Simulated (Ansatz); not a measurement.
# Phonon transport in ZnS (F-43m), part 2 of 2

How well does the lattice of ZnS conduct heat?

Experimental results on record:
- thermal conductivity 27 W/m/K near room temperature (given in “Combining the AFLOW GIBBS and Elastic Libraries to efficiently and robustly screen thermo-mechanical properties of solids”, 2017, arXiv:1611.05714)

Ansatz 0.2.0; DFT r2SCAN, scalar-relativistic, plane waves, PAW; PAW set soft_1.

So far. Step 2 (Probe on a coarse mesh): The start is under -0.57 GPa at this level and looks like an insulator or semiconductor on this mesh. Step 4 (Tight relaxation): The residual pressure is -8.6e-4 GPa, small enough for phonons. The relaxed cell has a = 5.390 Å (conventional setting).

The database entry behind the starting cell differs from later determinations by our own check (about 0.1 % short), so it need not match the best structure at ambient conditions.

## 6. Third-order constants and the Boltzmann equation

The supercell must be wider than twice the pair cutoff, and the number of displaced cells grows with the pairs inside it, which is where the cost lies.

Input file input.yaml:

```yaml
crystal:
  lattice:
    - [0.0, 2.6951820282, 2.6951820282]
    - [2.6951820282, 0.0, 2.6951820282]
    - [2.6951820282, 2.6951820282, 0.0]
  atoms:
    - { symbol: Zn, position: [0.25, 0.25, 0.25] }
    - { symbol: S, position: [0.0, 0.0, 0.0] }
kpoints:
  mp_grid: { grid: [6, 6, 6] }
hamiltonian:
  xc: r2scan
  pseudopotentials: { kind: paw, azcp: { folder: soft_1 } }
scf:
  occupations: { method: fixed }
  lower_state_search: "off"
output:
  eigenvalues: true
phonons:
  method: fd
  dielectric: true
  qmesh: [6, 6, 6]
  temperatures: { t_max: 1000, t_step: 50 }
  qpath:
    path:
      - [[0.0, 0.0, 0.0], [0.5, 0.0, 0.5], [0.5, 0.25, 0.75], [0.375, 0.375, 0.75], [0.0, 0.0, 0.0], [0.5, 0.5, 0.5], [0.625, 0.25, 0.625], [0.5, 0.25, 0.75], [0.5, 0.5, 0.5], [0.375, 0.375, 0.75]]
      - [[0.625, 0.25, 0.625], [0.5, 0.0, 0.5]]
    npoints: 10
  third_order: { supercell: [3, 3, 3], pair_cutoff: 4.619 }
  lattice_thermal_conductivity:
    qmesh: [19, 19, 19]
    temperatures: [100.0, 150.0, 200.0, 300.0, 400.0, 500.0, 600.0, 800.0]
    isotope_mass_variance:
      - { species: S, variance: 0.0001651 }
      - { species: Zn, variance: 0.0005982 }
```

Launch:

```sh
ansatz run input.yaml --threads 18 --pin off --max-ram 92160MiB --backend cuda --events-out ev --progress --plain --runs-dir out --max-vram 78GiB
```

Numbers of over 12 decimals in the logs are rounded to 6 here.

The log of the run:

```text
Warning: phonons: the dynamical matrix that this run interpolates holds no multipole term above the dipole-dipole one, and a site of this crystal is no centre of inversion, so its interpolated transverse optical and acoustic branches and sound speeds can stay off near Gamma, and the density of states and the thermodynamics with them. What a run solves at a wave vector of phonons.qpoints, Gamma apart, where the deck admits one, is free of this, and under fd what a larger phonons.supercell samples
Warning: phonons.dielectric: true without phonons.rigid_motions: the static dielectric tensor ε⁰ will be withheld (ε∞, Z* and the rows of modes are given); for a crystal or a slab, whose only rigid motions are the translations, set phonons.rigid_motions: translations
[...]
Crystal: 12 atoms, lattice volume = 234.934 Å³
Basis set: ecut = 500 eV, 5923 PW (Γ), FFT grids on a1, −a1+a2+a3, −a1+a3, exchange–correlation on 150×360×250 points (125 copies of the dense FFT grid, shifted against one another)
Bands: 66, of which v1, the nominal top of the filled ones, is band 54 counted from 1 (53 counted from 0)
Symmetry: 12 space group operations
k-points: 16 of 36 (time reversal used)
[...]
SCF iter   1: F=-25400.698067 eV  HF=-25400.698067 eV  |F-HF|=3.64e-12  |Δ(HF+E_count)|=         —  Δρ=2.56e-8  dr2=1.01e-12  dr2_τ=8.57e-14  ethr=1.00e-12  ⟨swp⟩=3.0  Hψ=2696  notcnv=0
[...]
SCF iter   2: F=-25400.698067 eV  HF=-25400.698067 eV  |F-HF|=7.28e-12  |Δ(HF+E_count)|=  1.09e-11  Δρ=1.53e-8  dr2=3.09e-13  dr2_τ=8.55e-15  ethr=1.00e-12  ⟨swp⟩=3.0  Hψ=2832  notcnv=0
SCF 1 converged in 2 iterations: F = -25400.698067 eV  dr2 = 3.09e-13
[...]
SCF iter   2: F=-25400.698067 eV  HF=-25400.698067 eV  |F-HF|=3.64e-12  |Δ(HF+E_count)|=  2.91e-11  Δρ=9.97e-9  dr2=1.14e-13  dr2_τ=3.37e-15  ethr=1.00e-12  ⟨swp⟩=4.0  Hψ=3004  notcnv=0
SCF 2 converged in 2 iterations: F = -25400.698067 eV  dr2 = 1.14e-13
[...]
Crystal: 2 atoms, lattice volume = 39.156 Å³
Basis set: ecut = 500 eV, 965 PW (Γ), exchange–correlation on 120×120×120 points (64 copies of the dense FFT grid, shifted against one another)
Bands: 13, of which v1, the nominal top of the filled ones, is band 9 counted from 1 (8 counted from 0)
Symmetry: 24 space group operations
k-points: 46 of 216 (irreducible under 4 space group operations, time reversal used)
[...]
SCF 3 converged in 4 iterations: F = -4233.449676 eV  dr2 = 4.47e-11
[...]
symmetry images taken by strict's conditions (phonons.symmetry_images: auto; settled by no image being taken that strict refuses)
  supercell 10 (6 cells, vectors [1, 0, 0], [0, 1, 0], [0, 0, 6] in multiples of the cell's): 4 displaced members by 0.0025 Å; free energy -25400.698067 eV; taken off its force constants: by the sum rule 4.7e-4, by the symmetrisation 7.4e-5 eV/Å²; Γ matrix within 5.2e-5 eV/Å² of supercell 1's
[...]
q = [0.0000, 0.0000, 0.0000] (star 1, supercell 1; hermiticity 9.32e-17, symmetrization 4.98e-7): 0.00 0.00 0.00 271.16 271.16 271.16
[...]
joined force constants: q→R imaginary residual 4.54e-19
  density of states and harmonic sums: on the 24×24×24 q-mesh, interpolated from the force constants of a 6×6×6 supercell (with the dipole–dipole term)
  largest difference from the sums on the solved wave vectors: F 3.84e-3 eV, S 5.02e-6 and C_V 1.18e-6 eV/K
  zero-point energy: 0.079366 eV/cell   skipped modes (ω ≤ 0): 3   left out of the sums: 3.62e-5 of the cell's modes: C_V's classical limit lies that fraction below 3 k_B per atom; for a crystal, a wire or a layer, F and S can be off by more, and a phonons.interpolated_qmesh denser along its periods is the remedy for the sampling
--- Third-order force constants: 101 member SCFs in a 3×3×3 supercell (pair cutoff 4.619 Å, amplitude 0.03 Å, SCF threshold 1.00e-9 eV, Σ member SCF iterations 898) ---
[...]
sum-rule residual: 3.058e-1 → 1.538e-14 eV/Å³; symmetrization residual: 9.740e-3 eV/Å³; largest sum-rule correction relative to its orbit: 2.858e-1, on the orbit of the block of home site 0 with site 1 of cell (-1, 0, 1) and site 1 of cell (-1, 0, 1), whose norm before the correction was 2.014e-1 eV/Å³
--- Lattice thermal conductivity: 19×19×19 mesh (220 irreducible points), tetrahedron method ---
  three-phonon and isotope scattering only; four-phonon, boundary and, in a metal, phonon-electron scattering are left out
  each conductivity is what the modes' populations carry and what the coherences between them add
  conductivity (a third of the tensor's trace), W/(m K), in the relaxation-time approximation and from the full solution:
       T (K)   relaxation time   full solution  iterations             ending  least Ritz value
      100.00          158.5356        160.2337           6          converged          7.368e-1
      150.00           90.0513         91.3635           6          converged          7.018e-1
      200.00           63.7116         64.7809           7          converged          6.857e-1
      300.00           41.3999         42.1982           7          converged          6.718e-1
      400.00           31.1852         31.8321           7          converged          6.648e-1
      500.00           25.1892         25.7367           7          converged          6.604e-1
      600.00           21.2005         21.6766           7          converged          6.573e-1
      800.00           16.1794         16.5586           7          converged          6.529e-1
```

The job ended after 4.3 min (1 × NVIDIA GB200 with 18 threads of Arm Neoverse V2, shared host; peak memory 2 GiB).

Numbers from this step:

- Γ frequencies: 0, 0, 0, 271.2, 271.2, 271.2 cm⁻¹ (negative: imaginary)
- lowest frequency on the path: 0 cm⁻¹
- zero-point energy: 0.07937 eV/cell
- point group: -43m
- highest frequency: 340.8 cm⁻¹
- Debye temperature from the second moment: 439 K
- κ at 300 K (relaxation time): 41.4 W/m/K
- κ at 300 K (full solution): 42.2 W/m/K
- dipole term: run
- mean free path at half of κ: 365 nm
- share of κ above the three lowest branches: 0.003
- third-order blocks: 842
- periodic aliases dropped: 168
- largest relative sum-rule correction: 0.2858
- displaced cells, third order: 101

LO-TO term included. The phonon branches at the labelled points (cm⁻¹):

```csv
point,branch 1,branch 2,branch 3,branch 4,branch 5,branch 6
Γ,0,0,0,271,271,341
halfway,80,80,144,290,290,338
X,92,92,211,308,308,326
halfway,99,106,202,305,310,331
W,104,120,191,302,312,335
halfway,99,118,193,302,310,335
K,91,117,196,301,308,335
halfway,66,93,148,280,295,337
Γ,0,0,0,271,271,341
halfway,58,58,140,279,279,339
L,72,72,196,287,287,337
halfway,83,107,186,292,303,336
U,91,117,196,301,308,335
halfway,99,118,193,302,310,335
W,104,120,191,302,312,335
halfway,89,110,185,295,305,336
L,72,72,196,287,287,337
halfway,83,107,186,292,303,336
K,91,117,196,301,308,335
jump to U,91,117,196,301,308,335
halfway,92,103,206,306,308,329
X,92,92,211,308,308,326
```

The phonon branches as a text plot (rows in cm⁻¹):

```
    334 |******** ***********************************************
    320 |        *
    305 |      **************               **********    *******
    291 |   ***           *****         *******      ********
    277 |***                 ***********
    263 |
    248 |
    234 |
    220 |
    206 |       ****                                          ***
    192 |      *    *******             **********************
    178 |                  *           *
    163 |     *             *
    149 |    *               *
    135 |                             *
    121 |   *        ******   *      *       ********       **
    106 |          ****    **  *            *    *** *     *  **
     92 |  *  ******   ****  *      *      * ****   ***   * *****
     78 |    *             ** * *        ****         ******
     64 | * *                * *      ***
     50 |  *                  * *    *
     36 |**                    * * **
     21 |*                      **
      7 |                        ***
         Γ       X    W  K        Γ      L     U  W     L   K|U X
```

W/m/K. Kappa, by row:

```csv
T (K),RTA xx,RTA yy,RTA zz,full xx,full yy,full zz,coherence part xx,coherence part yy,coherence part zz,ending,iterations,least Ritz value
100,158.5,158.5,158.5,160.2,160.2,160.2,0.01471,0.01471,0.01471,converged,6,0.737
150,90.05,90.05,90.05,91.36,91.36,91.36,0.02667,0.02667,0.02667,converged,6,0.702
200,63.71,63.71,63.71,64.78,64.78,64.78,0.03697,0.03697,0.03697,converged,7,0.686
300,41.4,41.4,41.4,42.2,42.2,42.2,0.0537,0.0537,0.0537,converged,7,0.672
400,31.19,31.19,31.19,31.83,31.83,31.83,0.06754,0.06754,0.06754,converged,7,0.665
500,25.19,25.19,25.19,25.74,25.74,25.74,0.07973,0.07973,0.07973,converged,7,0.66
600,21.2,21.2,21.2,21.68,21.68,21.68,0.09077,0.09077,0.09077,converged,7,0.657
800,16.18,16.18,16.18,16.56,16.56,16.56,0.1103,0.1103,0.1103,converged,7,0.653
```

Lattice thermal conductivity against temperature:

```csv
temperature (K),RTA xx (W/m/K),full xx (W/m/K)
100,158,160
150,90.0,91.4
200,63.7,64.8
300,41.4,42.2
400,31.2,31.8
500,25.2,25.7
600,21.2,21.7
800,16.2,16.6
```

The modes has structure finer than the step of the table below, so its rows give means over 20 cm⁻¹, whole bins alone (the curve runs from -10 to 361 cm⁻¹). Peaks (cm⁻¹: height): S 304.9: 0.0704, 335.2: 0.104; Zn 92.6: 0.0455, 185.9: 0.0379, 290.9: 0.0125, 335.2: 0.0135.

Phonopy on the run's constants, 19x19x19 mesh, Gaussian sigma 2.6 cm⁻¹. The modes by wavenumber; means over each step; values in 1/cm⁻¹/cell:

```csv
wavenumber (cm⁻¹),S,Zn
0,9.9e-6,2.2e-5
20,1.9e-4,4.0e-4
40,7.8e-4,0.00182
60,0.00258,0.00721
80,0.00773,0.0285
100,0.00626,0.0317
120,0.00242,0.0144
140,7.1e-4,0.00266
160,0.00106,0.00573
180,0.00166,0.0228
200,3.0e-4,0.0107
220,1.8e-6,2.2e-4
240,0,0
260,1.5e-4,7.0e-5
280,0.0207,0.00684
300,0.0570,0.0103
320,0.00830,8.3e-4
340,0.0403,0.00570
```

Distinct triplets, nearest first. Third order norms, by row:

```csv
sites,side 1 (Å),side 2 (Å),side 3 (Å),norm of the 27 components (eV/Å³)
Zn-Zn-Zn,0,0,0,55.74
S-S-S,0,0,0,60.78
Zn-Zn-S,0,2.33,2.33,24.67
Zn-S-S,0,2.33,2.33,24.54
Zn-Zn-S,2.33,2.33,3.81,0.584
Zn-S-S,2.33,2.33,3.81,0.687
Zn-Zn-Zn,0,3.81,3.81,0.495
Zn-Zn-Zn,3.81,3.81,3.81,0.029
Zn-Zn-Zn,3.81,3.81,3.81,0.087
S-S-S,0,3.81,3.81,1.538
S-S-S,3.81,3.81,3.81,0.187
S-S-S,3.81,3.81,3.81,0.059
Zn-Zn-S,2.33,3.81,4.47,0.115
Zn-S-S,2.33,3.81,4.47,0.108
Zn-Zn-S,3.81,4.47,4.47,0.015
Zn-Zn-S,3.81,4.47,4.47,0.018
Zn-S-S,0,4.47,4.47,0.183
Zn-S-S,3.81,4.47,4.47,0.043
Zn-S-S,3.81,4.47,4.47,0.022
Zn-S-Zn,0,4.47,4.47,0.079
```

Born charge (rows field, columns displacement) (e), principal values of the symmetric part by kind of site:

```csv
atom,atoms with these values,low,middle,high,mean
Zn1,1,1.99,1.99,1.99,1.99
S2,1,-1.99,-1.99,-1.99,-1.99
```

In full for S2:

```
-1.99  0.00  0.00
 0.00 -1.99  0.00
 0.00  0.00 -1.99
```

RTA, 300 K. Kappa by branch, by row:

```csv
branch (by rank),mean frequency (THz),mean rms speed (km/s),median lifetime (ps),share of kappa
1,2.46,1.1,17.8,0.33
2,2.92,1.54,4.38,0.326
3,5.19,1.79,0.852,0.341
4,8.77,0.63,0.632,0.001
5,8.98,0.68,1.02,0.001
6,10.05,0.2,3.56,0.001
```

Table of spectral kappa at 300 K by frequency; read off at these points; values in W/m/K/THz:

```csv
frequency (THz),relaxation time (W/m/K/THz),full solution (W/m/K/THz)
0.10,0,0
0.50,9.61,9.50
0.90,12.4,12.2
1.10,16.1,16.1
1.50,21.5,21.6
1.70,30.4,30.8
1.90,15.7,16.1
2.30,20.8,21.4
2.50,8.97,9.46
2.90,2.94,3.10
3.30,1.46,1.50
3.70,2.82,3.05
3.90,3.26,3.58
4.30,1.89,2.06
4.70,1.12,1.16
5.10,0.468,0.467
5.30,0.165,0.154
5.70,0.0766,0.104
6.10,0.0180,0.0283
6.50,0,0
6.70,0,0
7.10,0,0
7.50,0,0
7.90,0,0
8.10,6.5e-4,4.3e-4
8.50,0.0338,-0.0353
8.90,0.134,0.0810
9.30,0.0210,0.0193
9.50,0,0
9.90,0.111,0.154
10.30,3.7e-5,-3.6e-4
```

Relaxation-time solution. The share of κ carried by shorter paths by mean free path:

```csv
mean free path (nm),100 K,300 K,800 K
0.316,0,0,0.002
0.464,0,0,0.003
1,0,0.003,0.006
1.47,0,0.003,0.009
3.16,0.001,0.007,0.02
4.64,0.001,0.011,0.027
10,0.002,0.023,0.055
14.7,0.004,0.032,0.073
21.5,0.009,0.044,0.104
46.4,0.022,0.088,0.231
68.1,0.033,0.125,0.298
147,0.072,0.268,0.568
215,0.104,0.332,0.721
464,0.195,0.677,0.866
681,0.24,0.757,0.919
1000,0.275,0.828,1
2150,0.441,0.953,1
3160,0.633,1,1
6810,0.784,1,1
10000,0.874,1,1
21500,0.978,1,1
31600,1,1,1
```

300 K; a sample spread over frequency. Mode lifetimes, by row, the first 40 of 90 rows:

```csv
q1,q2,q3,branch,frequency (THz),rms speed (km/s),three-phonon rate (1/ps),isotope rate (1/ps),lifetime (ps),mean free path (nm)
0,0,0.0526,1,0.423,2.9,0.00142,8.90e-7,702,2040
0,0.1053,-0.1053,1,1.174,2.1,0.00604,1.03e-4,163,342
0,0.0526,-0.0526,3,1.532,5.32,0.00244,3.53e-4,358,1900
0.0526,0.1053,0.2105,2,1.791,2.91,0.00584,9.07e-4,148,432
0,0.1579,-0.2105,1,1.95,1.51,0.0115,0.00167,76.2,115
0,0,0.3684,2,2.034,0.52,0.0104,0.0025,77.7,40.3
0,0.1053,-0.1579,2,2.133,2.59,0.00989,0.00399,72.1,186
0,0.1053,0.3684,1,2.189,0.98,0.0128,0.00525,55.4,54.6
0.0526,0.2105,0.2632,2,2.265,1.77,0.0134,0.0063,50.7,89.9
0.0526,0.1053,0.3684,2,2.328,2.31,0.0157,0.00698,44.1,102
0.0526,0.2105,0.3684,1,2.384,1.27,0.0248,0.00799,30.5,38.8
0,0.2632,0.2632,2,2.443,1.02,0.0347,0.00914,22.8,23.4
0.1053,0.2632,-0.2105,1,2.508,1.46,0.0433,0.0105,18.6,27.1
0.1053,0.2105,-0.4211,1,2.549,1.15,0.0716,0.0116,12,13.8
0,0.2632,-0.3684,1,2.608,0.56,0.0727,0.0136,11.6,6.47
0.0526,0.2632,-0.4737,1,2.649,0.92,0.103,0.0154,8.45,7.8
0,0.3684,0.3684,1,2.688,0.37,0.0767,0.0174,10.6,3.91
0.0526,0.3158,-0.3684,1,2.719,0.79,0.116,0.0195,7.4,5.83
0,0.4211,0.4737,1,2.76,0.14,0.122,0.0245,6.83,0.931
0.1053,0.3158,-0.4737,1,2.783,0.99,0.165,0.0242,5.28,5.23
0.0526,0.4737,-0.4211,1,2.824,0.7,0.237,0.0192,3.91,2.75
0.1053,0.2105,0.4211,2,2.863,1.83,0.197,0.0171,4.68,8.55
0.1053,0.4211,-0.4211,1,2.919,0.85,0.33,0.0167,2.89,2.46
0,0.2105,-0.2105,2,2.987,1.65,0.326,0.0148,2.93,4.84
0.1579,0.4737,-0.3684,1,3.018,0.49,0.446,0.0147,2.17,1.07
0.0526,0.2105,-0.4737,2,3.124,1.77,0.256,0.0107,3.74,6.63
0,0.2632,0.4737,2,3.208,1.15,0.387,0.0123,2.51,2.88
0.1579,0.4211,-0.4211,2,3.316,1.3,0.3,0.014,3.19,4.14
0.0526,0.2632,-0.4211,2,3.397,1.14,0.314,0.016,3.03,3.47
0.1053,0.3158,-0.2632,2,3.487,0.99,0.302,0.0186,3.12,3.08
0,0.2632,-0.3684,2,3.541,0.84,0.327,0.0225,2.86,2.41
0.0526,0.3684,-0.3158,2,3.615,0.22,0.299,0.00111,3.34,0.749
0.0526,0.1579,0.3158,3,4.234,3.37,0.0609,0.00258,15.7,53
0.1053,0.2632,0.3684,3,4.647,2.87,0.11,0.00516,8.66,24.8
0,0,0.3158,3,4.97,3.17,0.223,0.00993,4.3,13.6
0,0.1053,-0.3158,3,5.182,2.34,0.549,0.0169,1.77,4.14
0.0526,0.1579,-0.3158,3,5.352,1.68,0.905,0.0287,1.07,1.8
0.0526,0.1579,0.4737,3,5.446,1.4,1.2,0.042,0.802,1.12
0.1053,0.3158,-0.4737,3,5.525,1.38,1.38,0.0664,0.693,0.955
0,0.2105,-0.4211,3,5.571,0.27,1.49,0.115,0.625,0.167
```

Without the LO-TO term. Gamma linewidths, by row:

```csv
branch,frequency (cm⁻¹),three-phonon rate (1/ps),isotope rate (1/ps),FWHM (cm⁻¹)
4,271.2,1.49,1.57e-29,7.91
5,271.2,1.49,1.57e-29,7.91
6,271.2,1.49,1.57e-29,7.91
```

W/m/K, third of the trace; RTA populations with a boundary rate v/L added to each mode (Matthiessen's rule). Kappa by grain size, by row:

```csv
T (K),bulk,10 nm,30 nm,100 nm,300 nm,1000 nm,10000 nm,100000 nm
100,158.5,3.216,7.624,17.49,33.34,59.8,121.8,152.4
300,41.35,2.903,6.118,12.33,20.29,29.34,39.17,41.1
600,21.11,2.402,4.789,8.881,13.29,17.3,20.56,21.05
```

W/m/K, third of the trace; RTA populations with the isotope rates scaled. Kappa by mass disorder, by row:

```csv
T (K),no isotopes,as typed,variance x 3,variance x 10,variance x 30
100,255.8,158.5,107.3,60.35,32.48
300,49.98,41.35,33.79,23.86,15.53
600,23.59,21.11,18.37,14.08,9.866
```

At 300 K the relaxation-time value is 41.4 W/(m K).

## 7. Outcome

```json
{
 "highest frequency": "340.8 cm⁻¹",
 "Debye temperature from the second moment": "439 K",
 "κ at 300 K (relaxation time)": "41.4 W/m/K",
 "κ at 300 K (full solution)": "42.2 W/m/K",
 "mean free path at half of κ": "365 nm",
 "share of κ above the three lowest branches": "0.003"
}
```

In words: The lattice of ZnS conducts 42.2 W/(m K) at 300 K by r2SCAN (mean over directions, full solution). The full solution lies +2 % from the relaxation-time value at 300 K, so the relaxation-time approximation serves here. Above 300 K the relaxation-time κ falls as T^-0.96, near the 1/T law of three-phonon scattering. Grains of 100 nm would keep 30 % of the bulk value at 300 K, and grains of 1 µm 71 %. Removing the natural isotope disorder raises κ at 300 K by 21 %. A measured thermal conductivity near room temperature is 27 W/m/K (arXiv:1611.05714); the calculated 42.2 W/m/K differs by +56 %. Four-phonon, defect and boundary scattering, which are left out, would lower the calculated value; thermal expansion is left out too. The sum rules changed one orbit of cubic constants by up to 29 %; by the manual a large change points to a short cutoff or, on a small and distant orbit, to noisy forces. The conductivities include the coherence part between close branches; the shares for grains, isotopes, branches and paths are of the relaxation-time populations alone. Cubic couplings among atoms farther apart than the pair cutoff are dropped, and neither the cutoff nor the q-mesh was shown to be converged here. The interpolation has no quadrupole term, so branches near the zone centre are less sure, since this crystal has sites that are not centres of inversion. The PAW files were made for PBE and are used here under another functional, for which the program regenerates the frozen cores.

[Logs are printed without paths, hosts, clocks, repeated set-up lines and the standing remarks that a program may print on its own settings, such as how far it seeks lower states.]

[Hosts, paths, dates, database ids (printed as entryN), source tags and the programs' standing remarks are cut or masked in the printed files.]

[A step with changed settings may run another functional than the one named; its input shows which.]
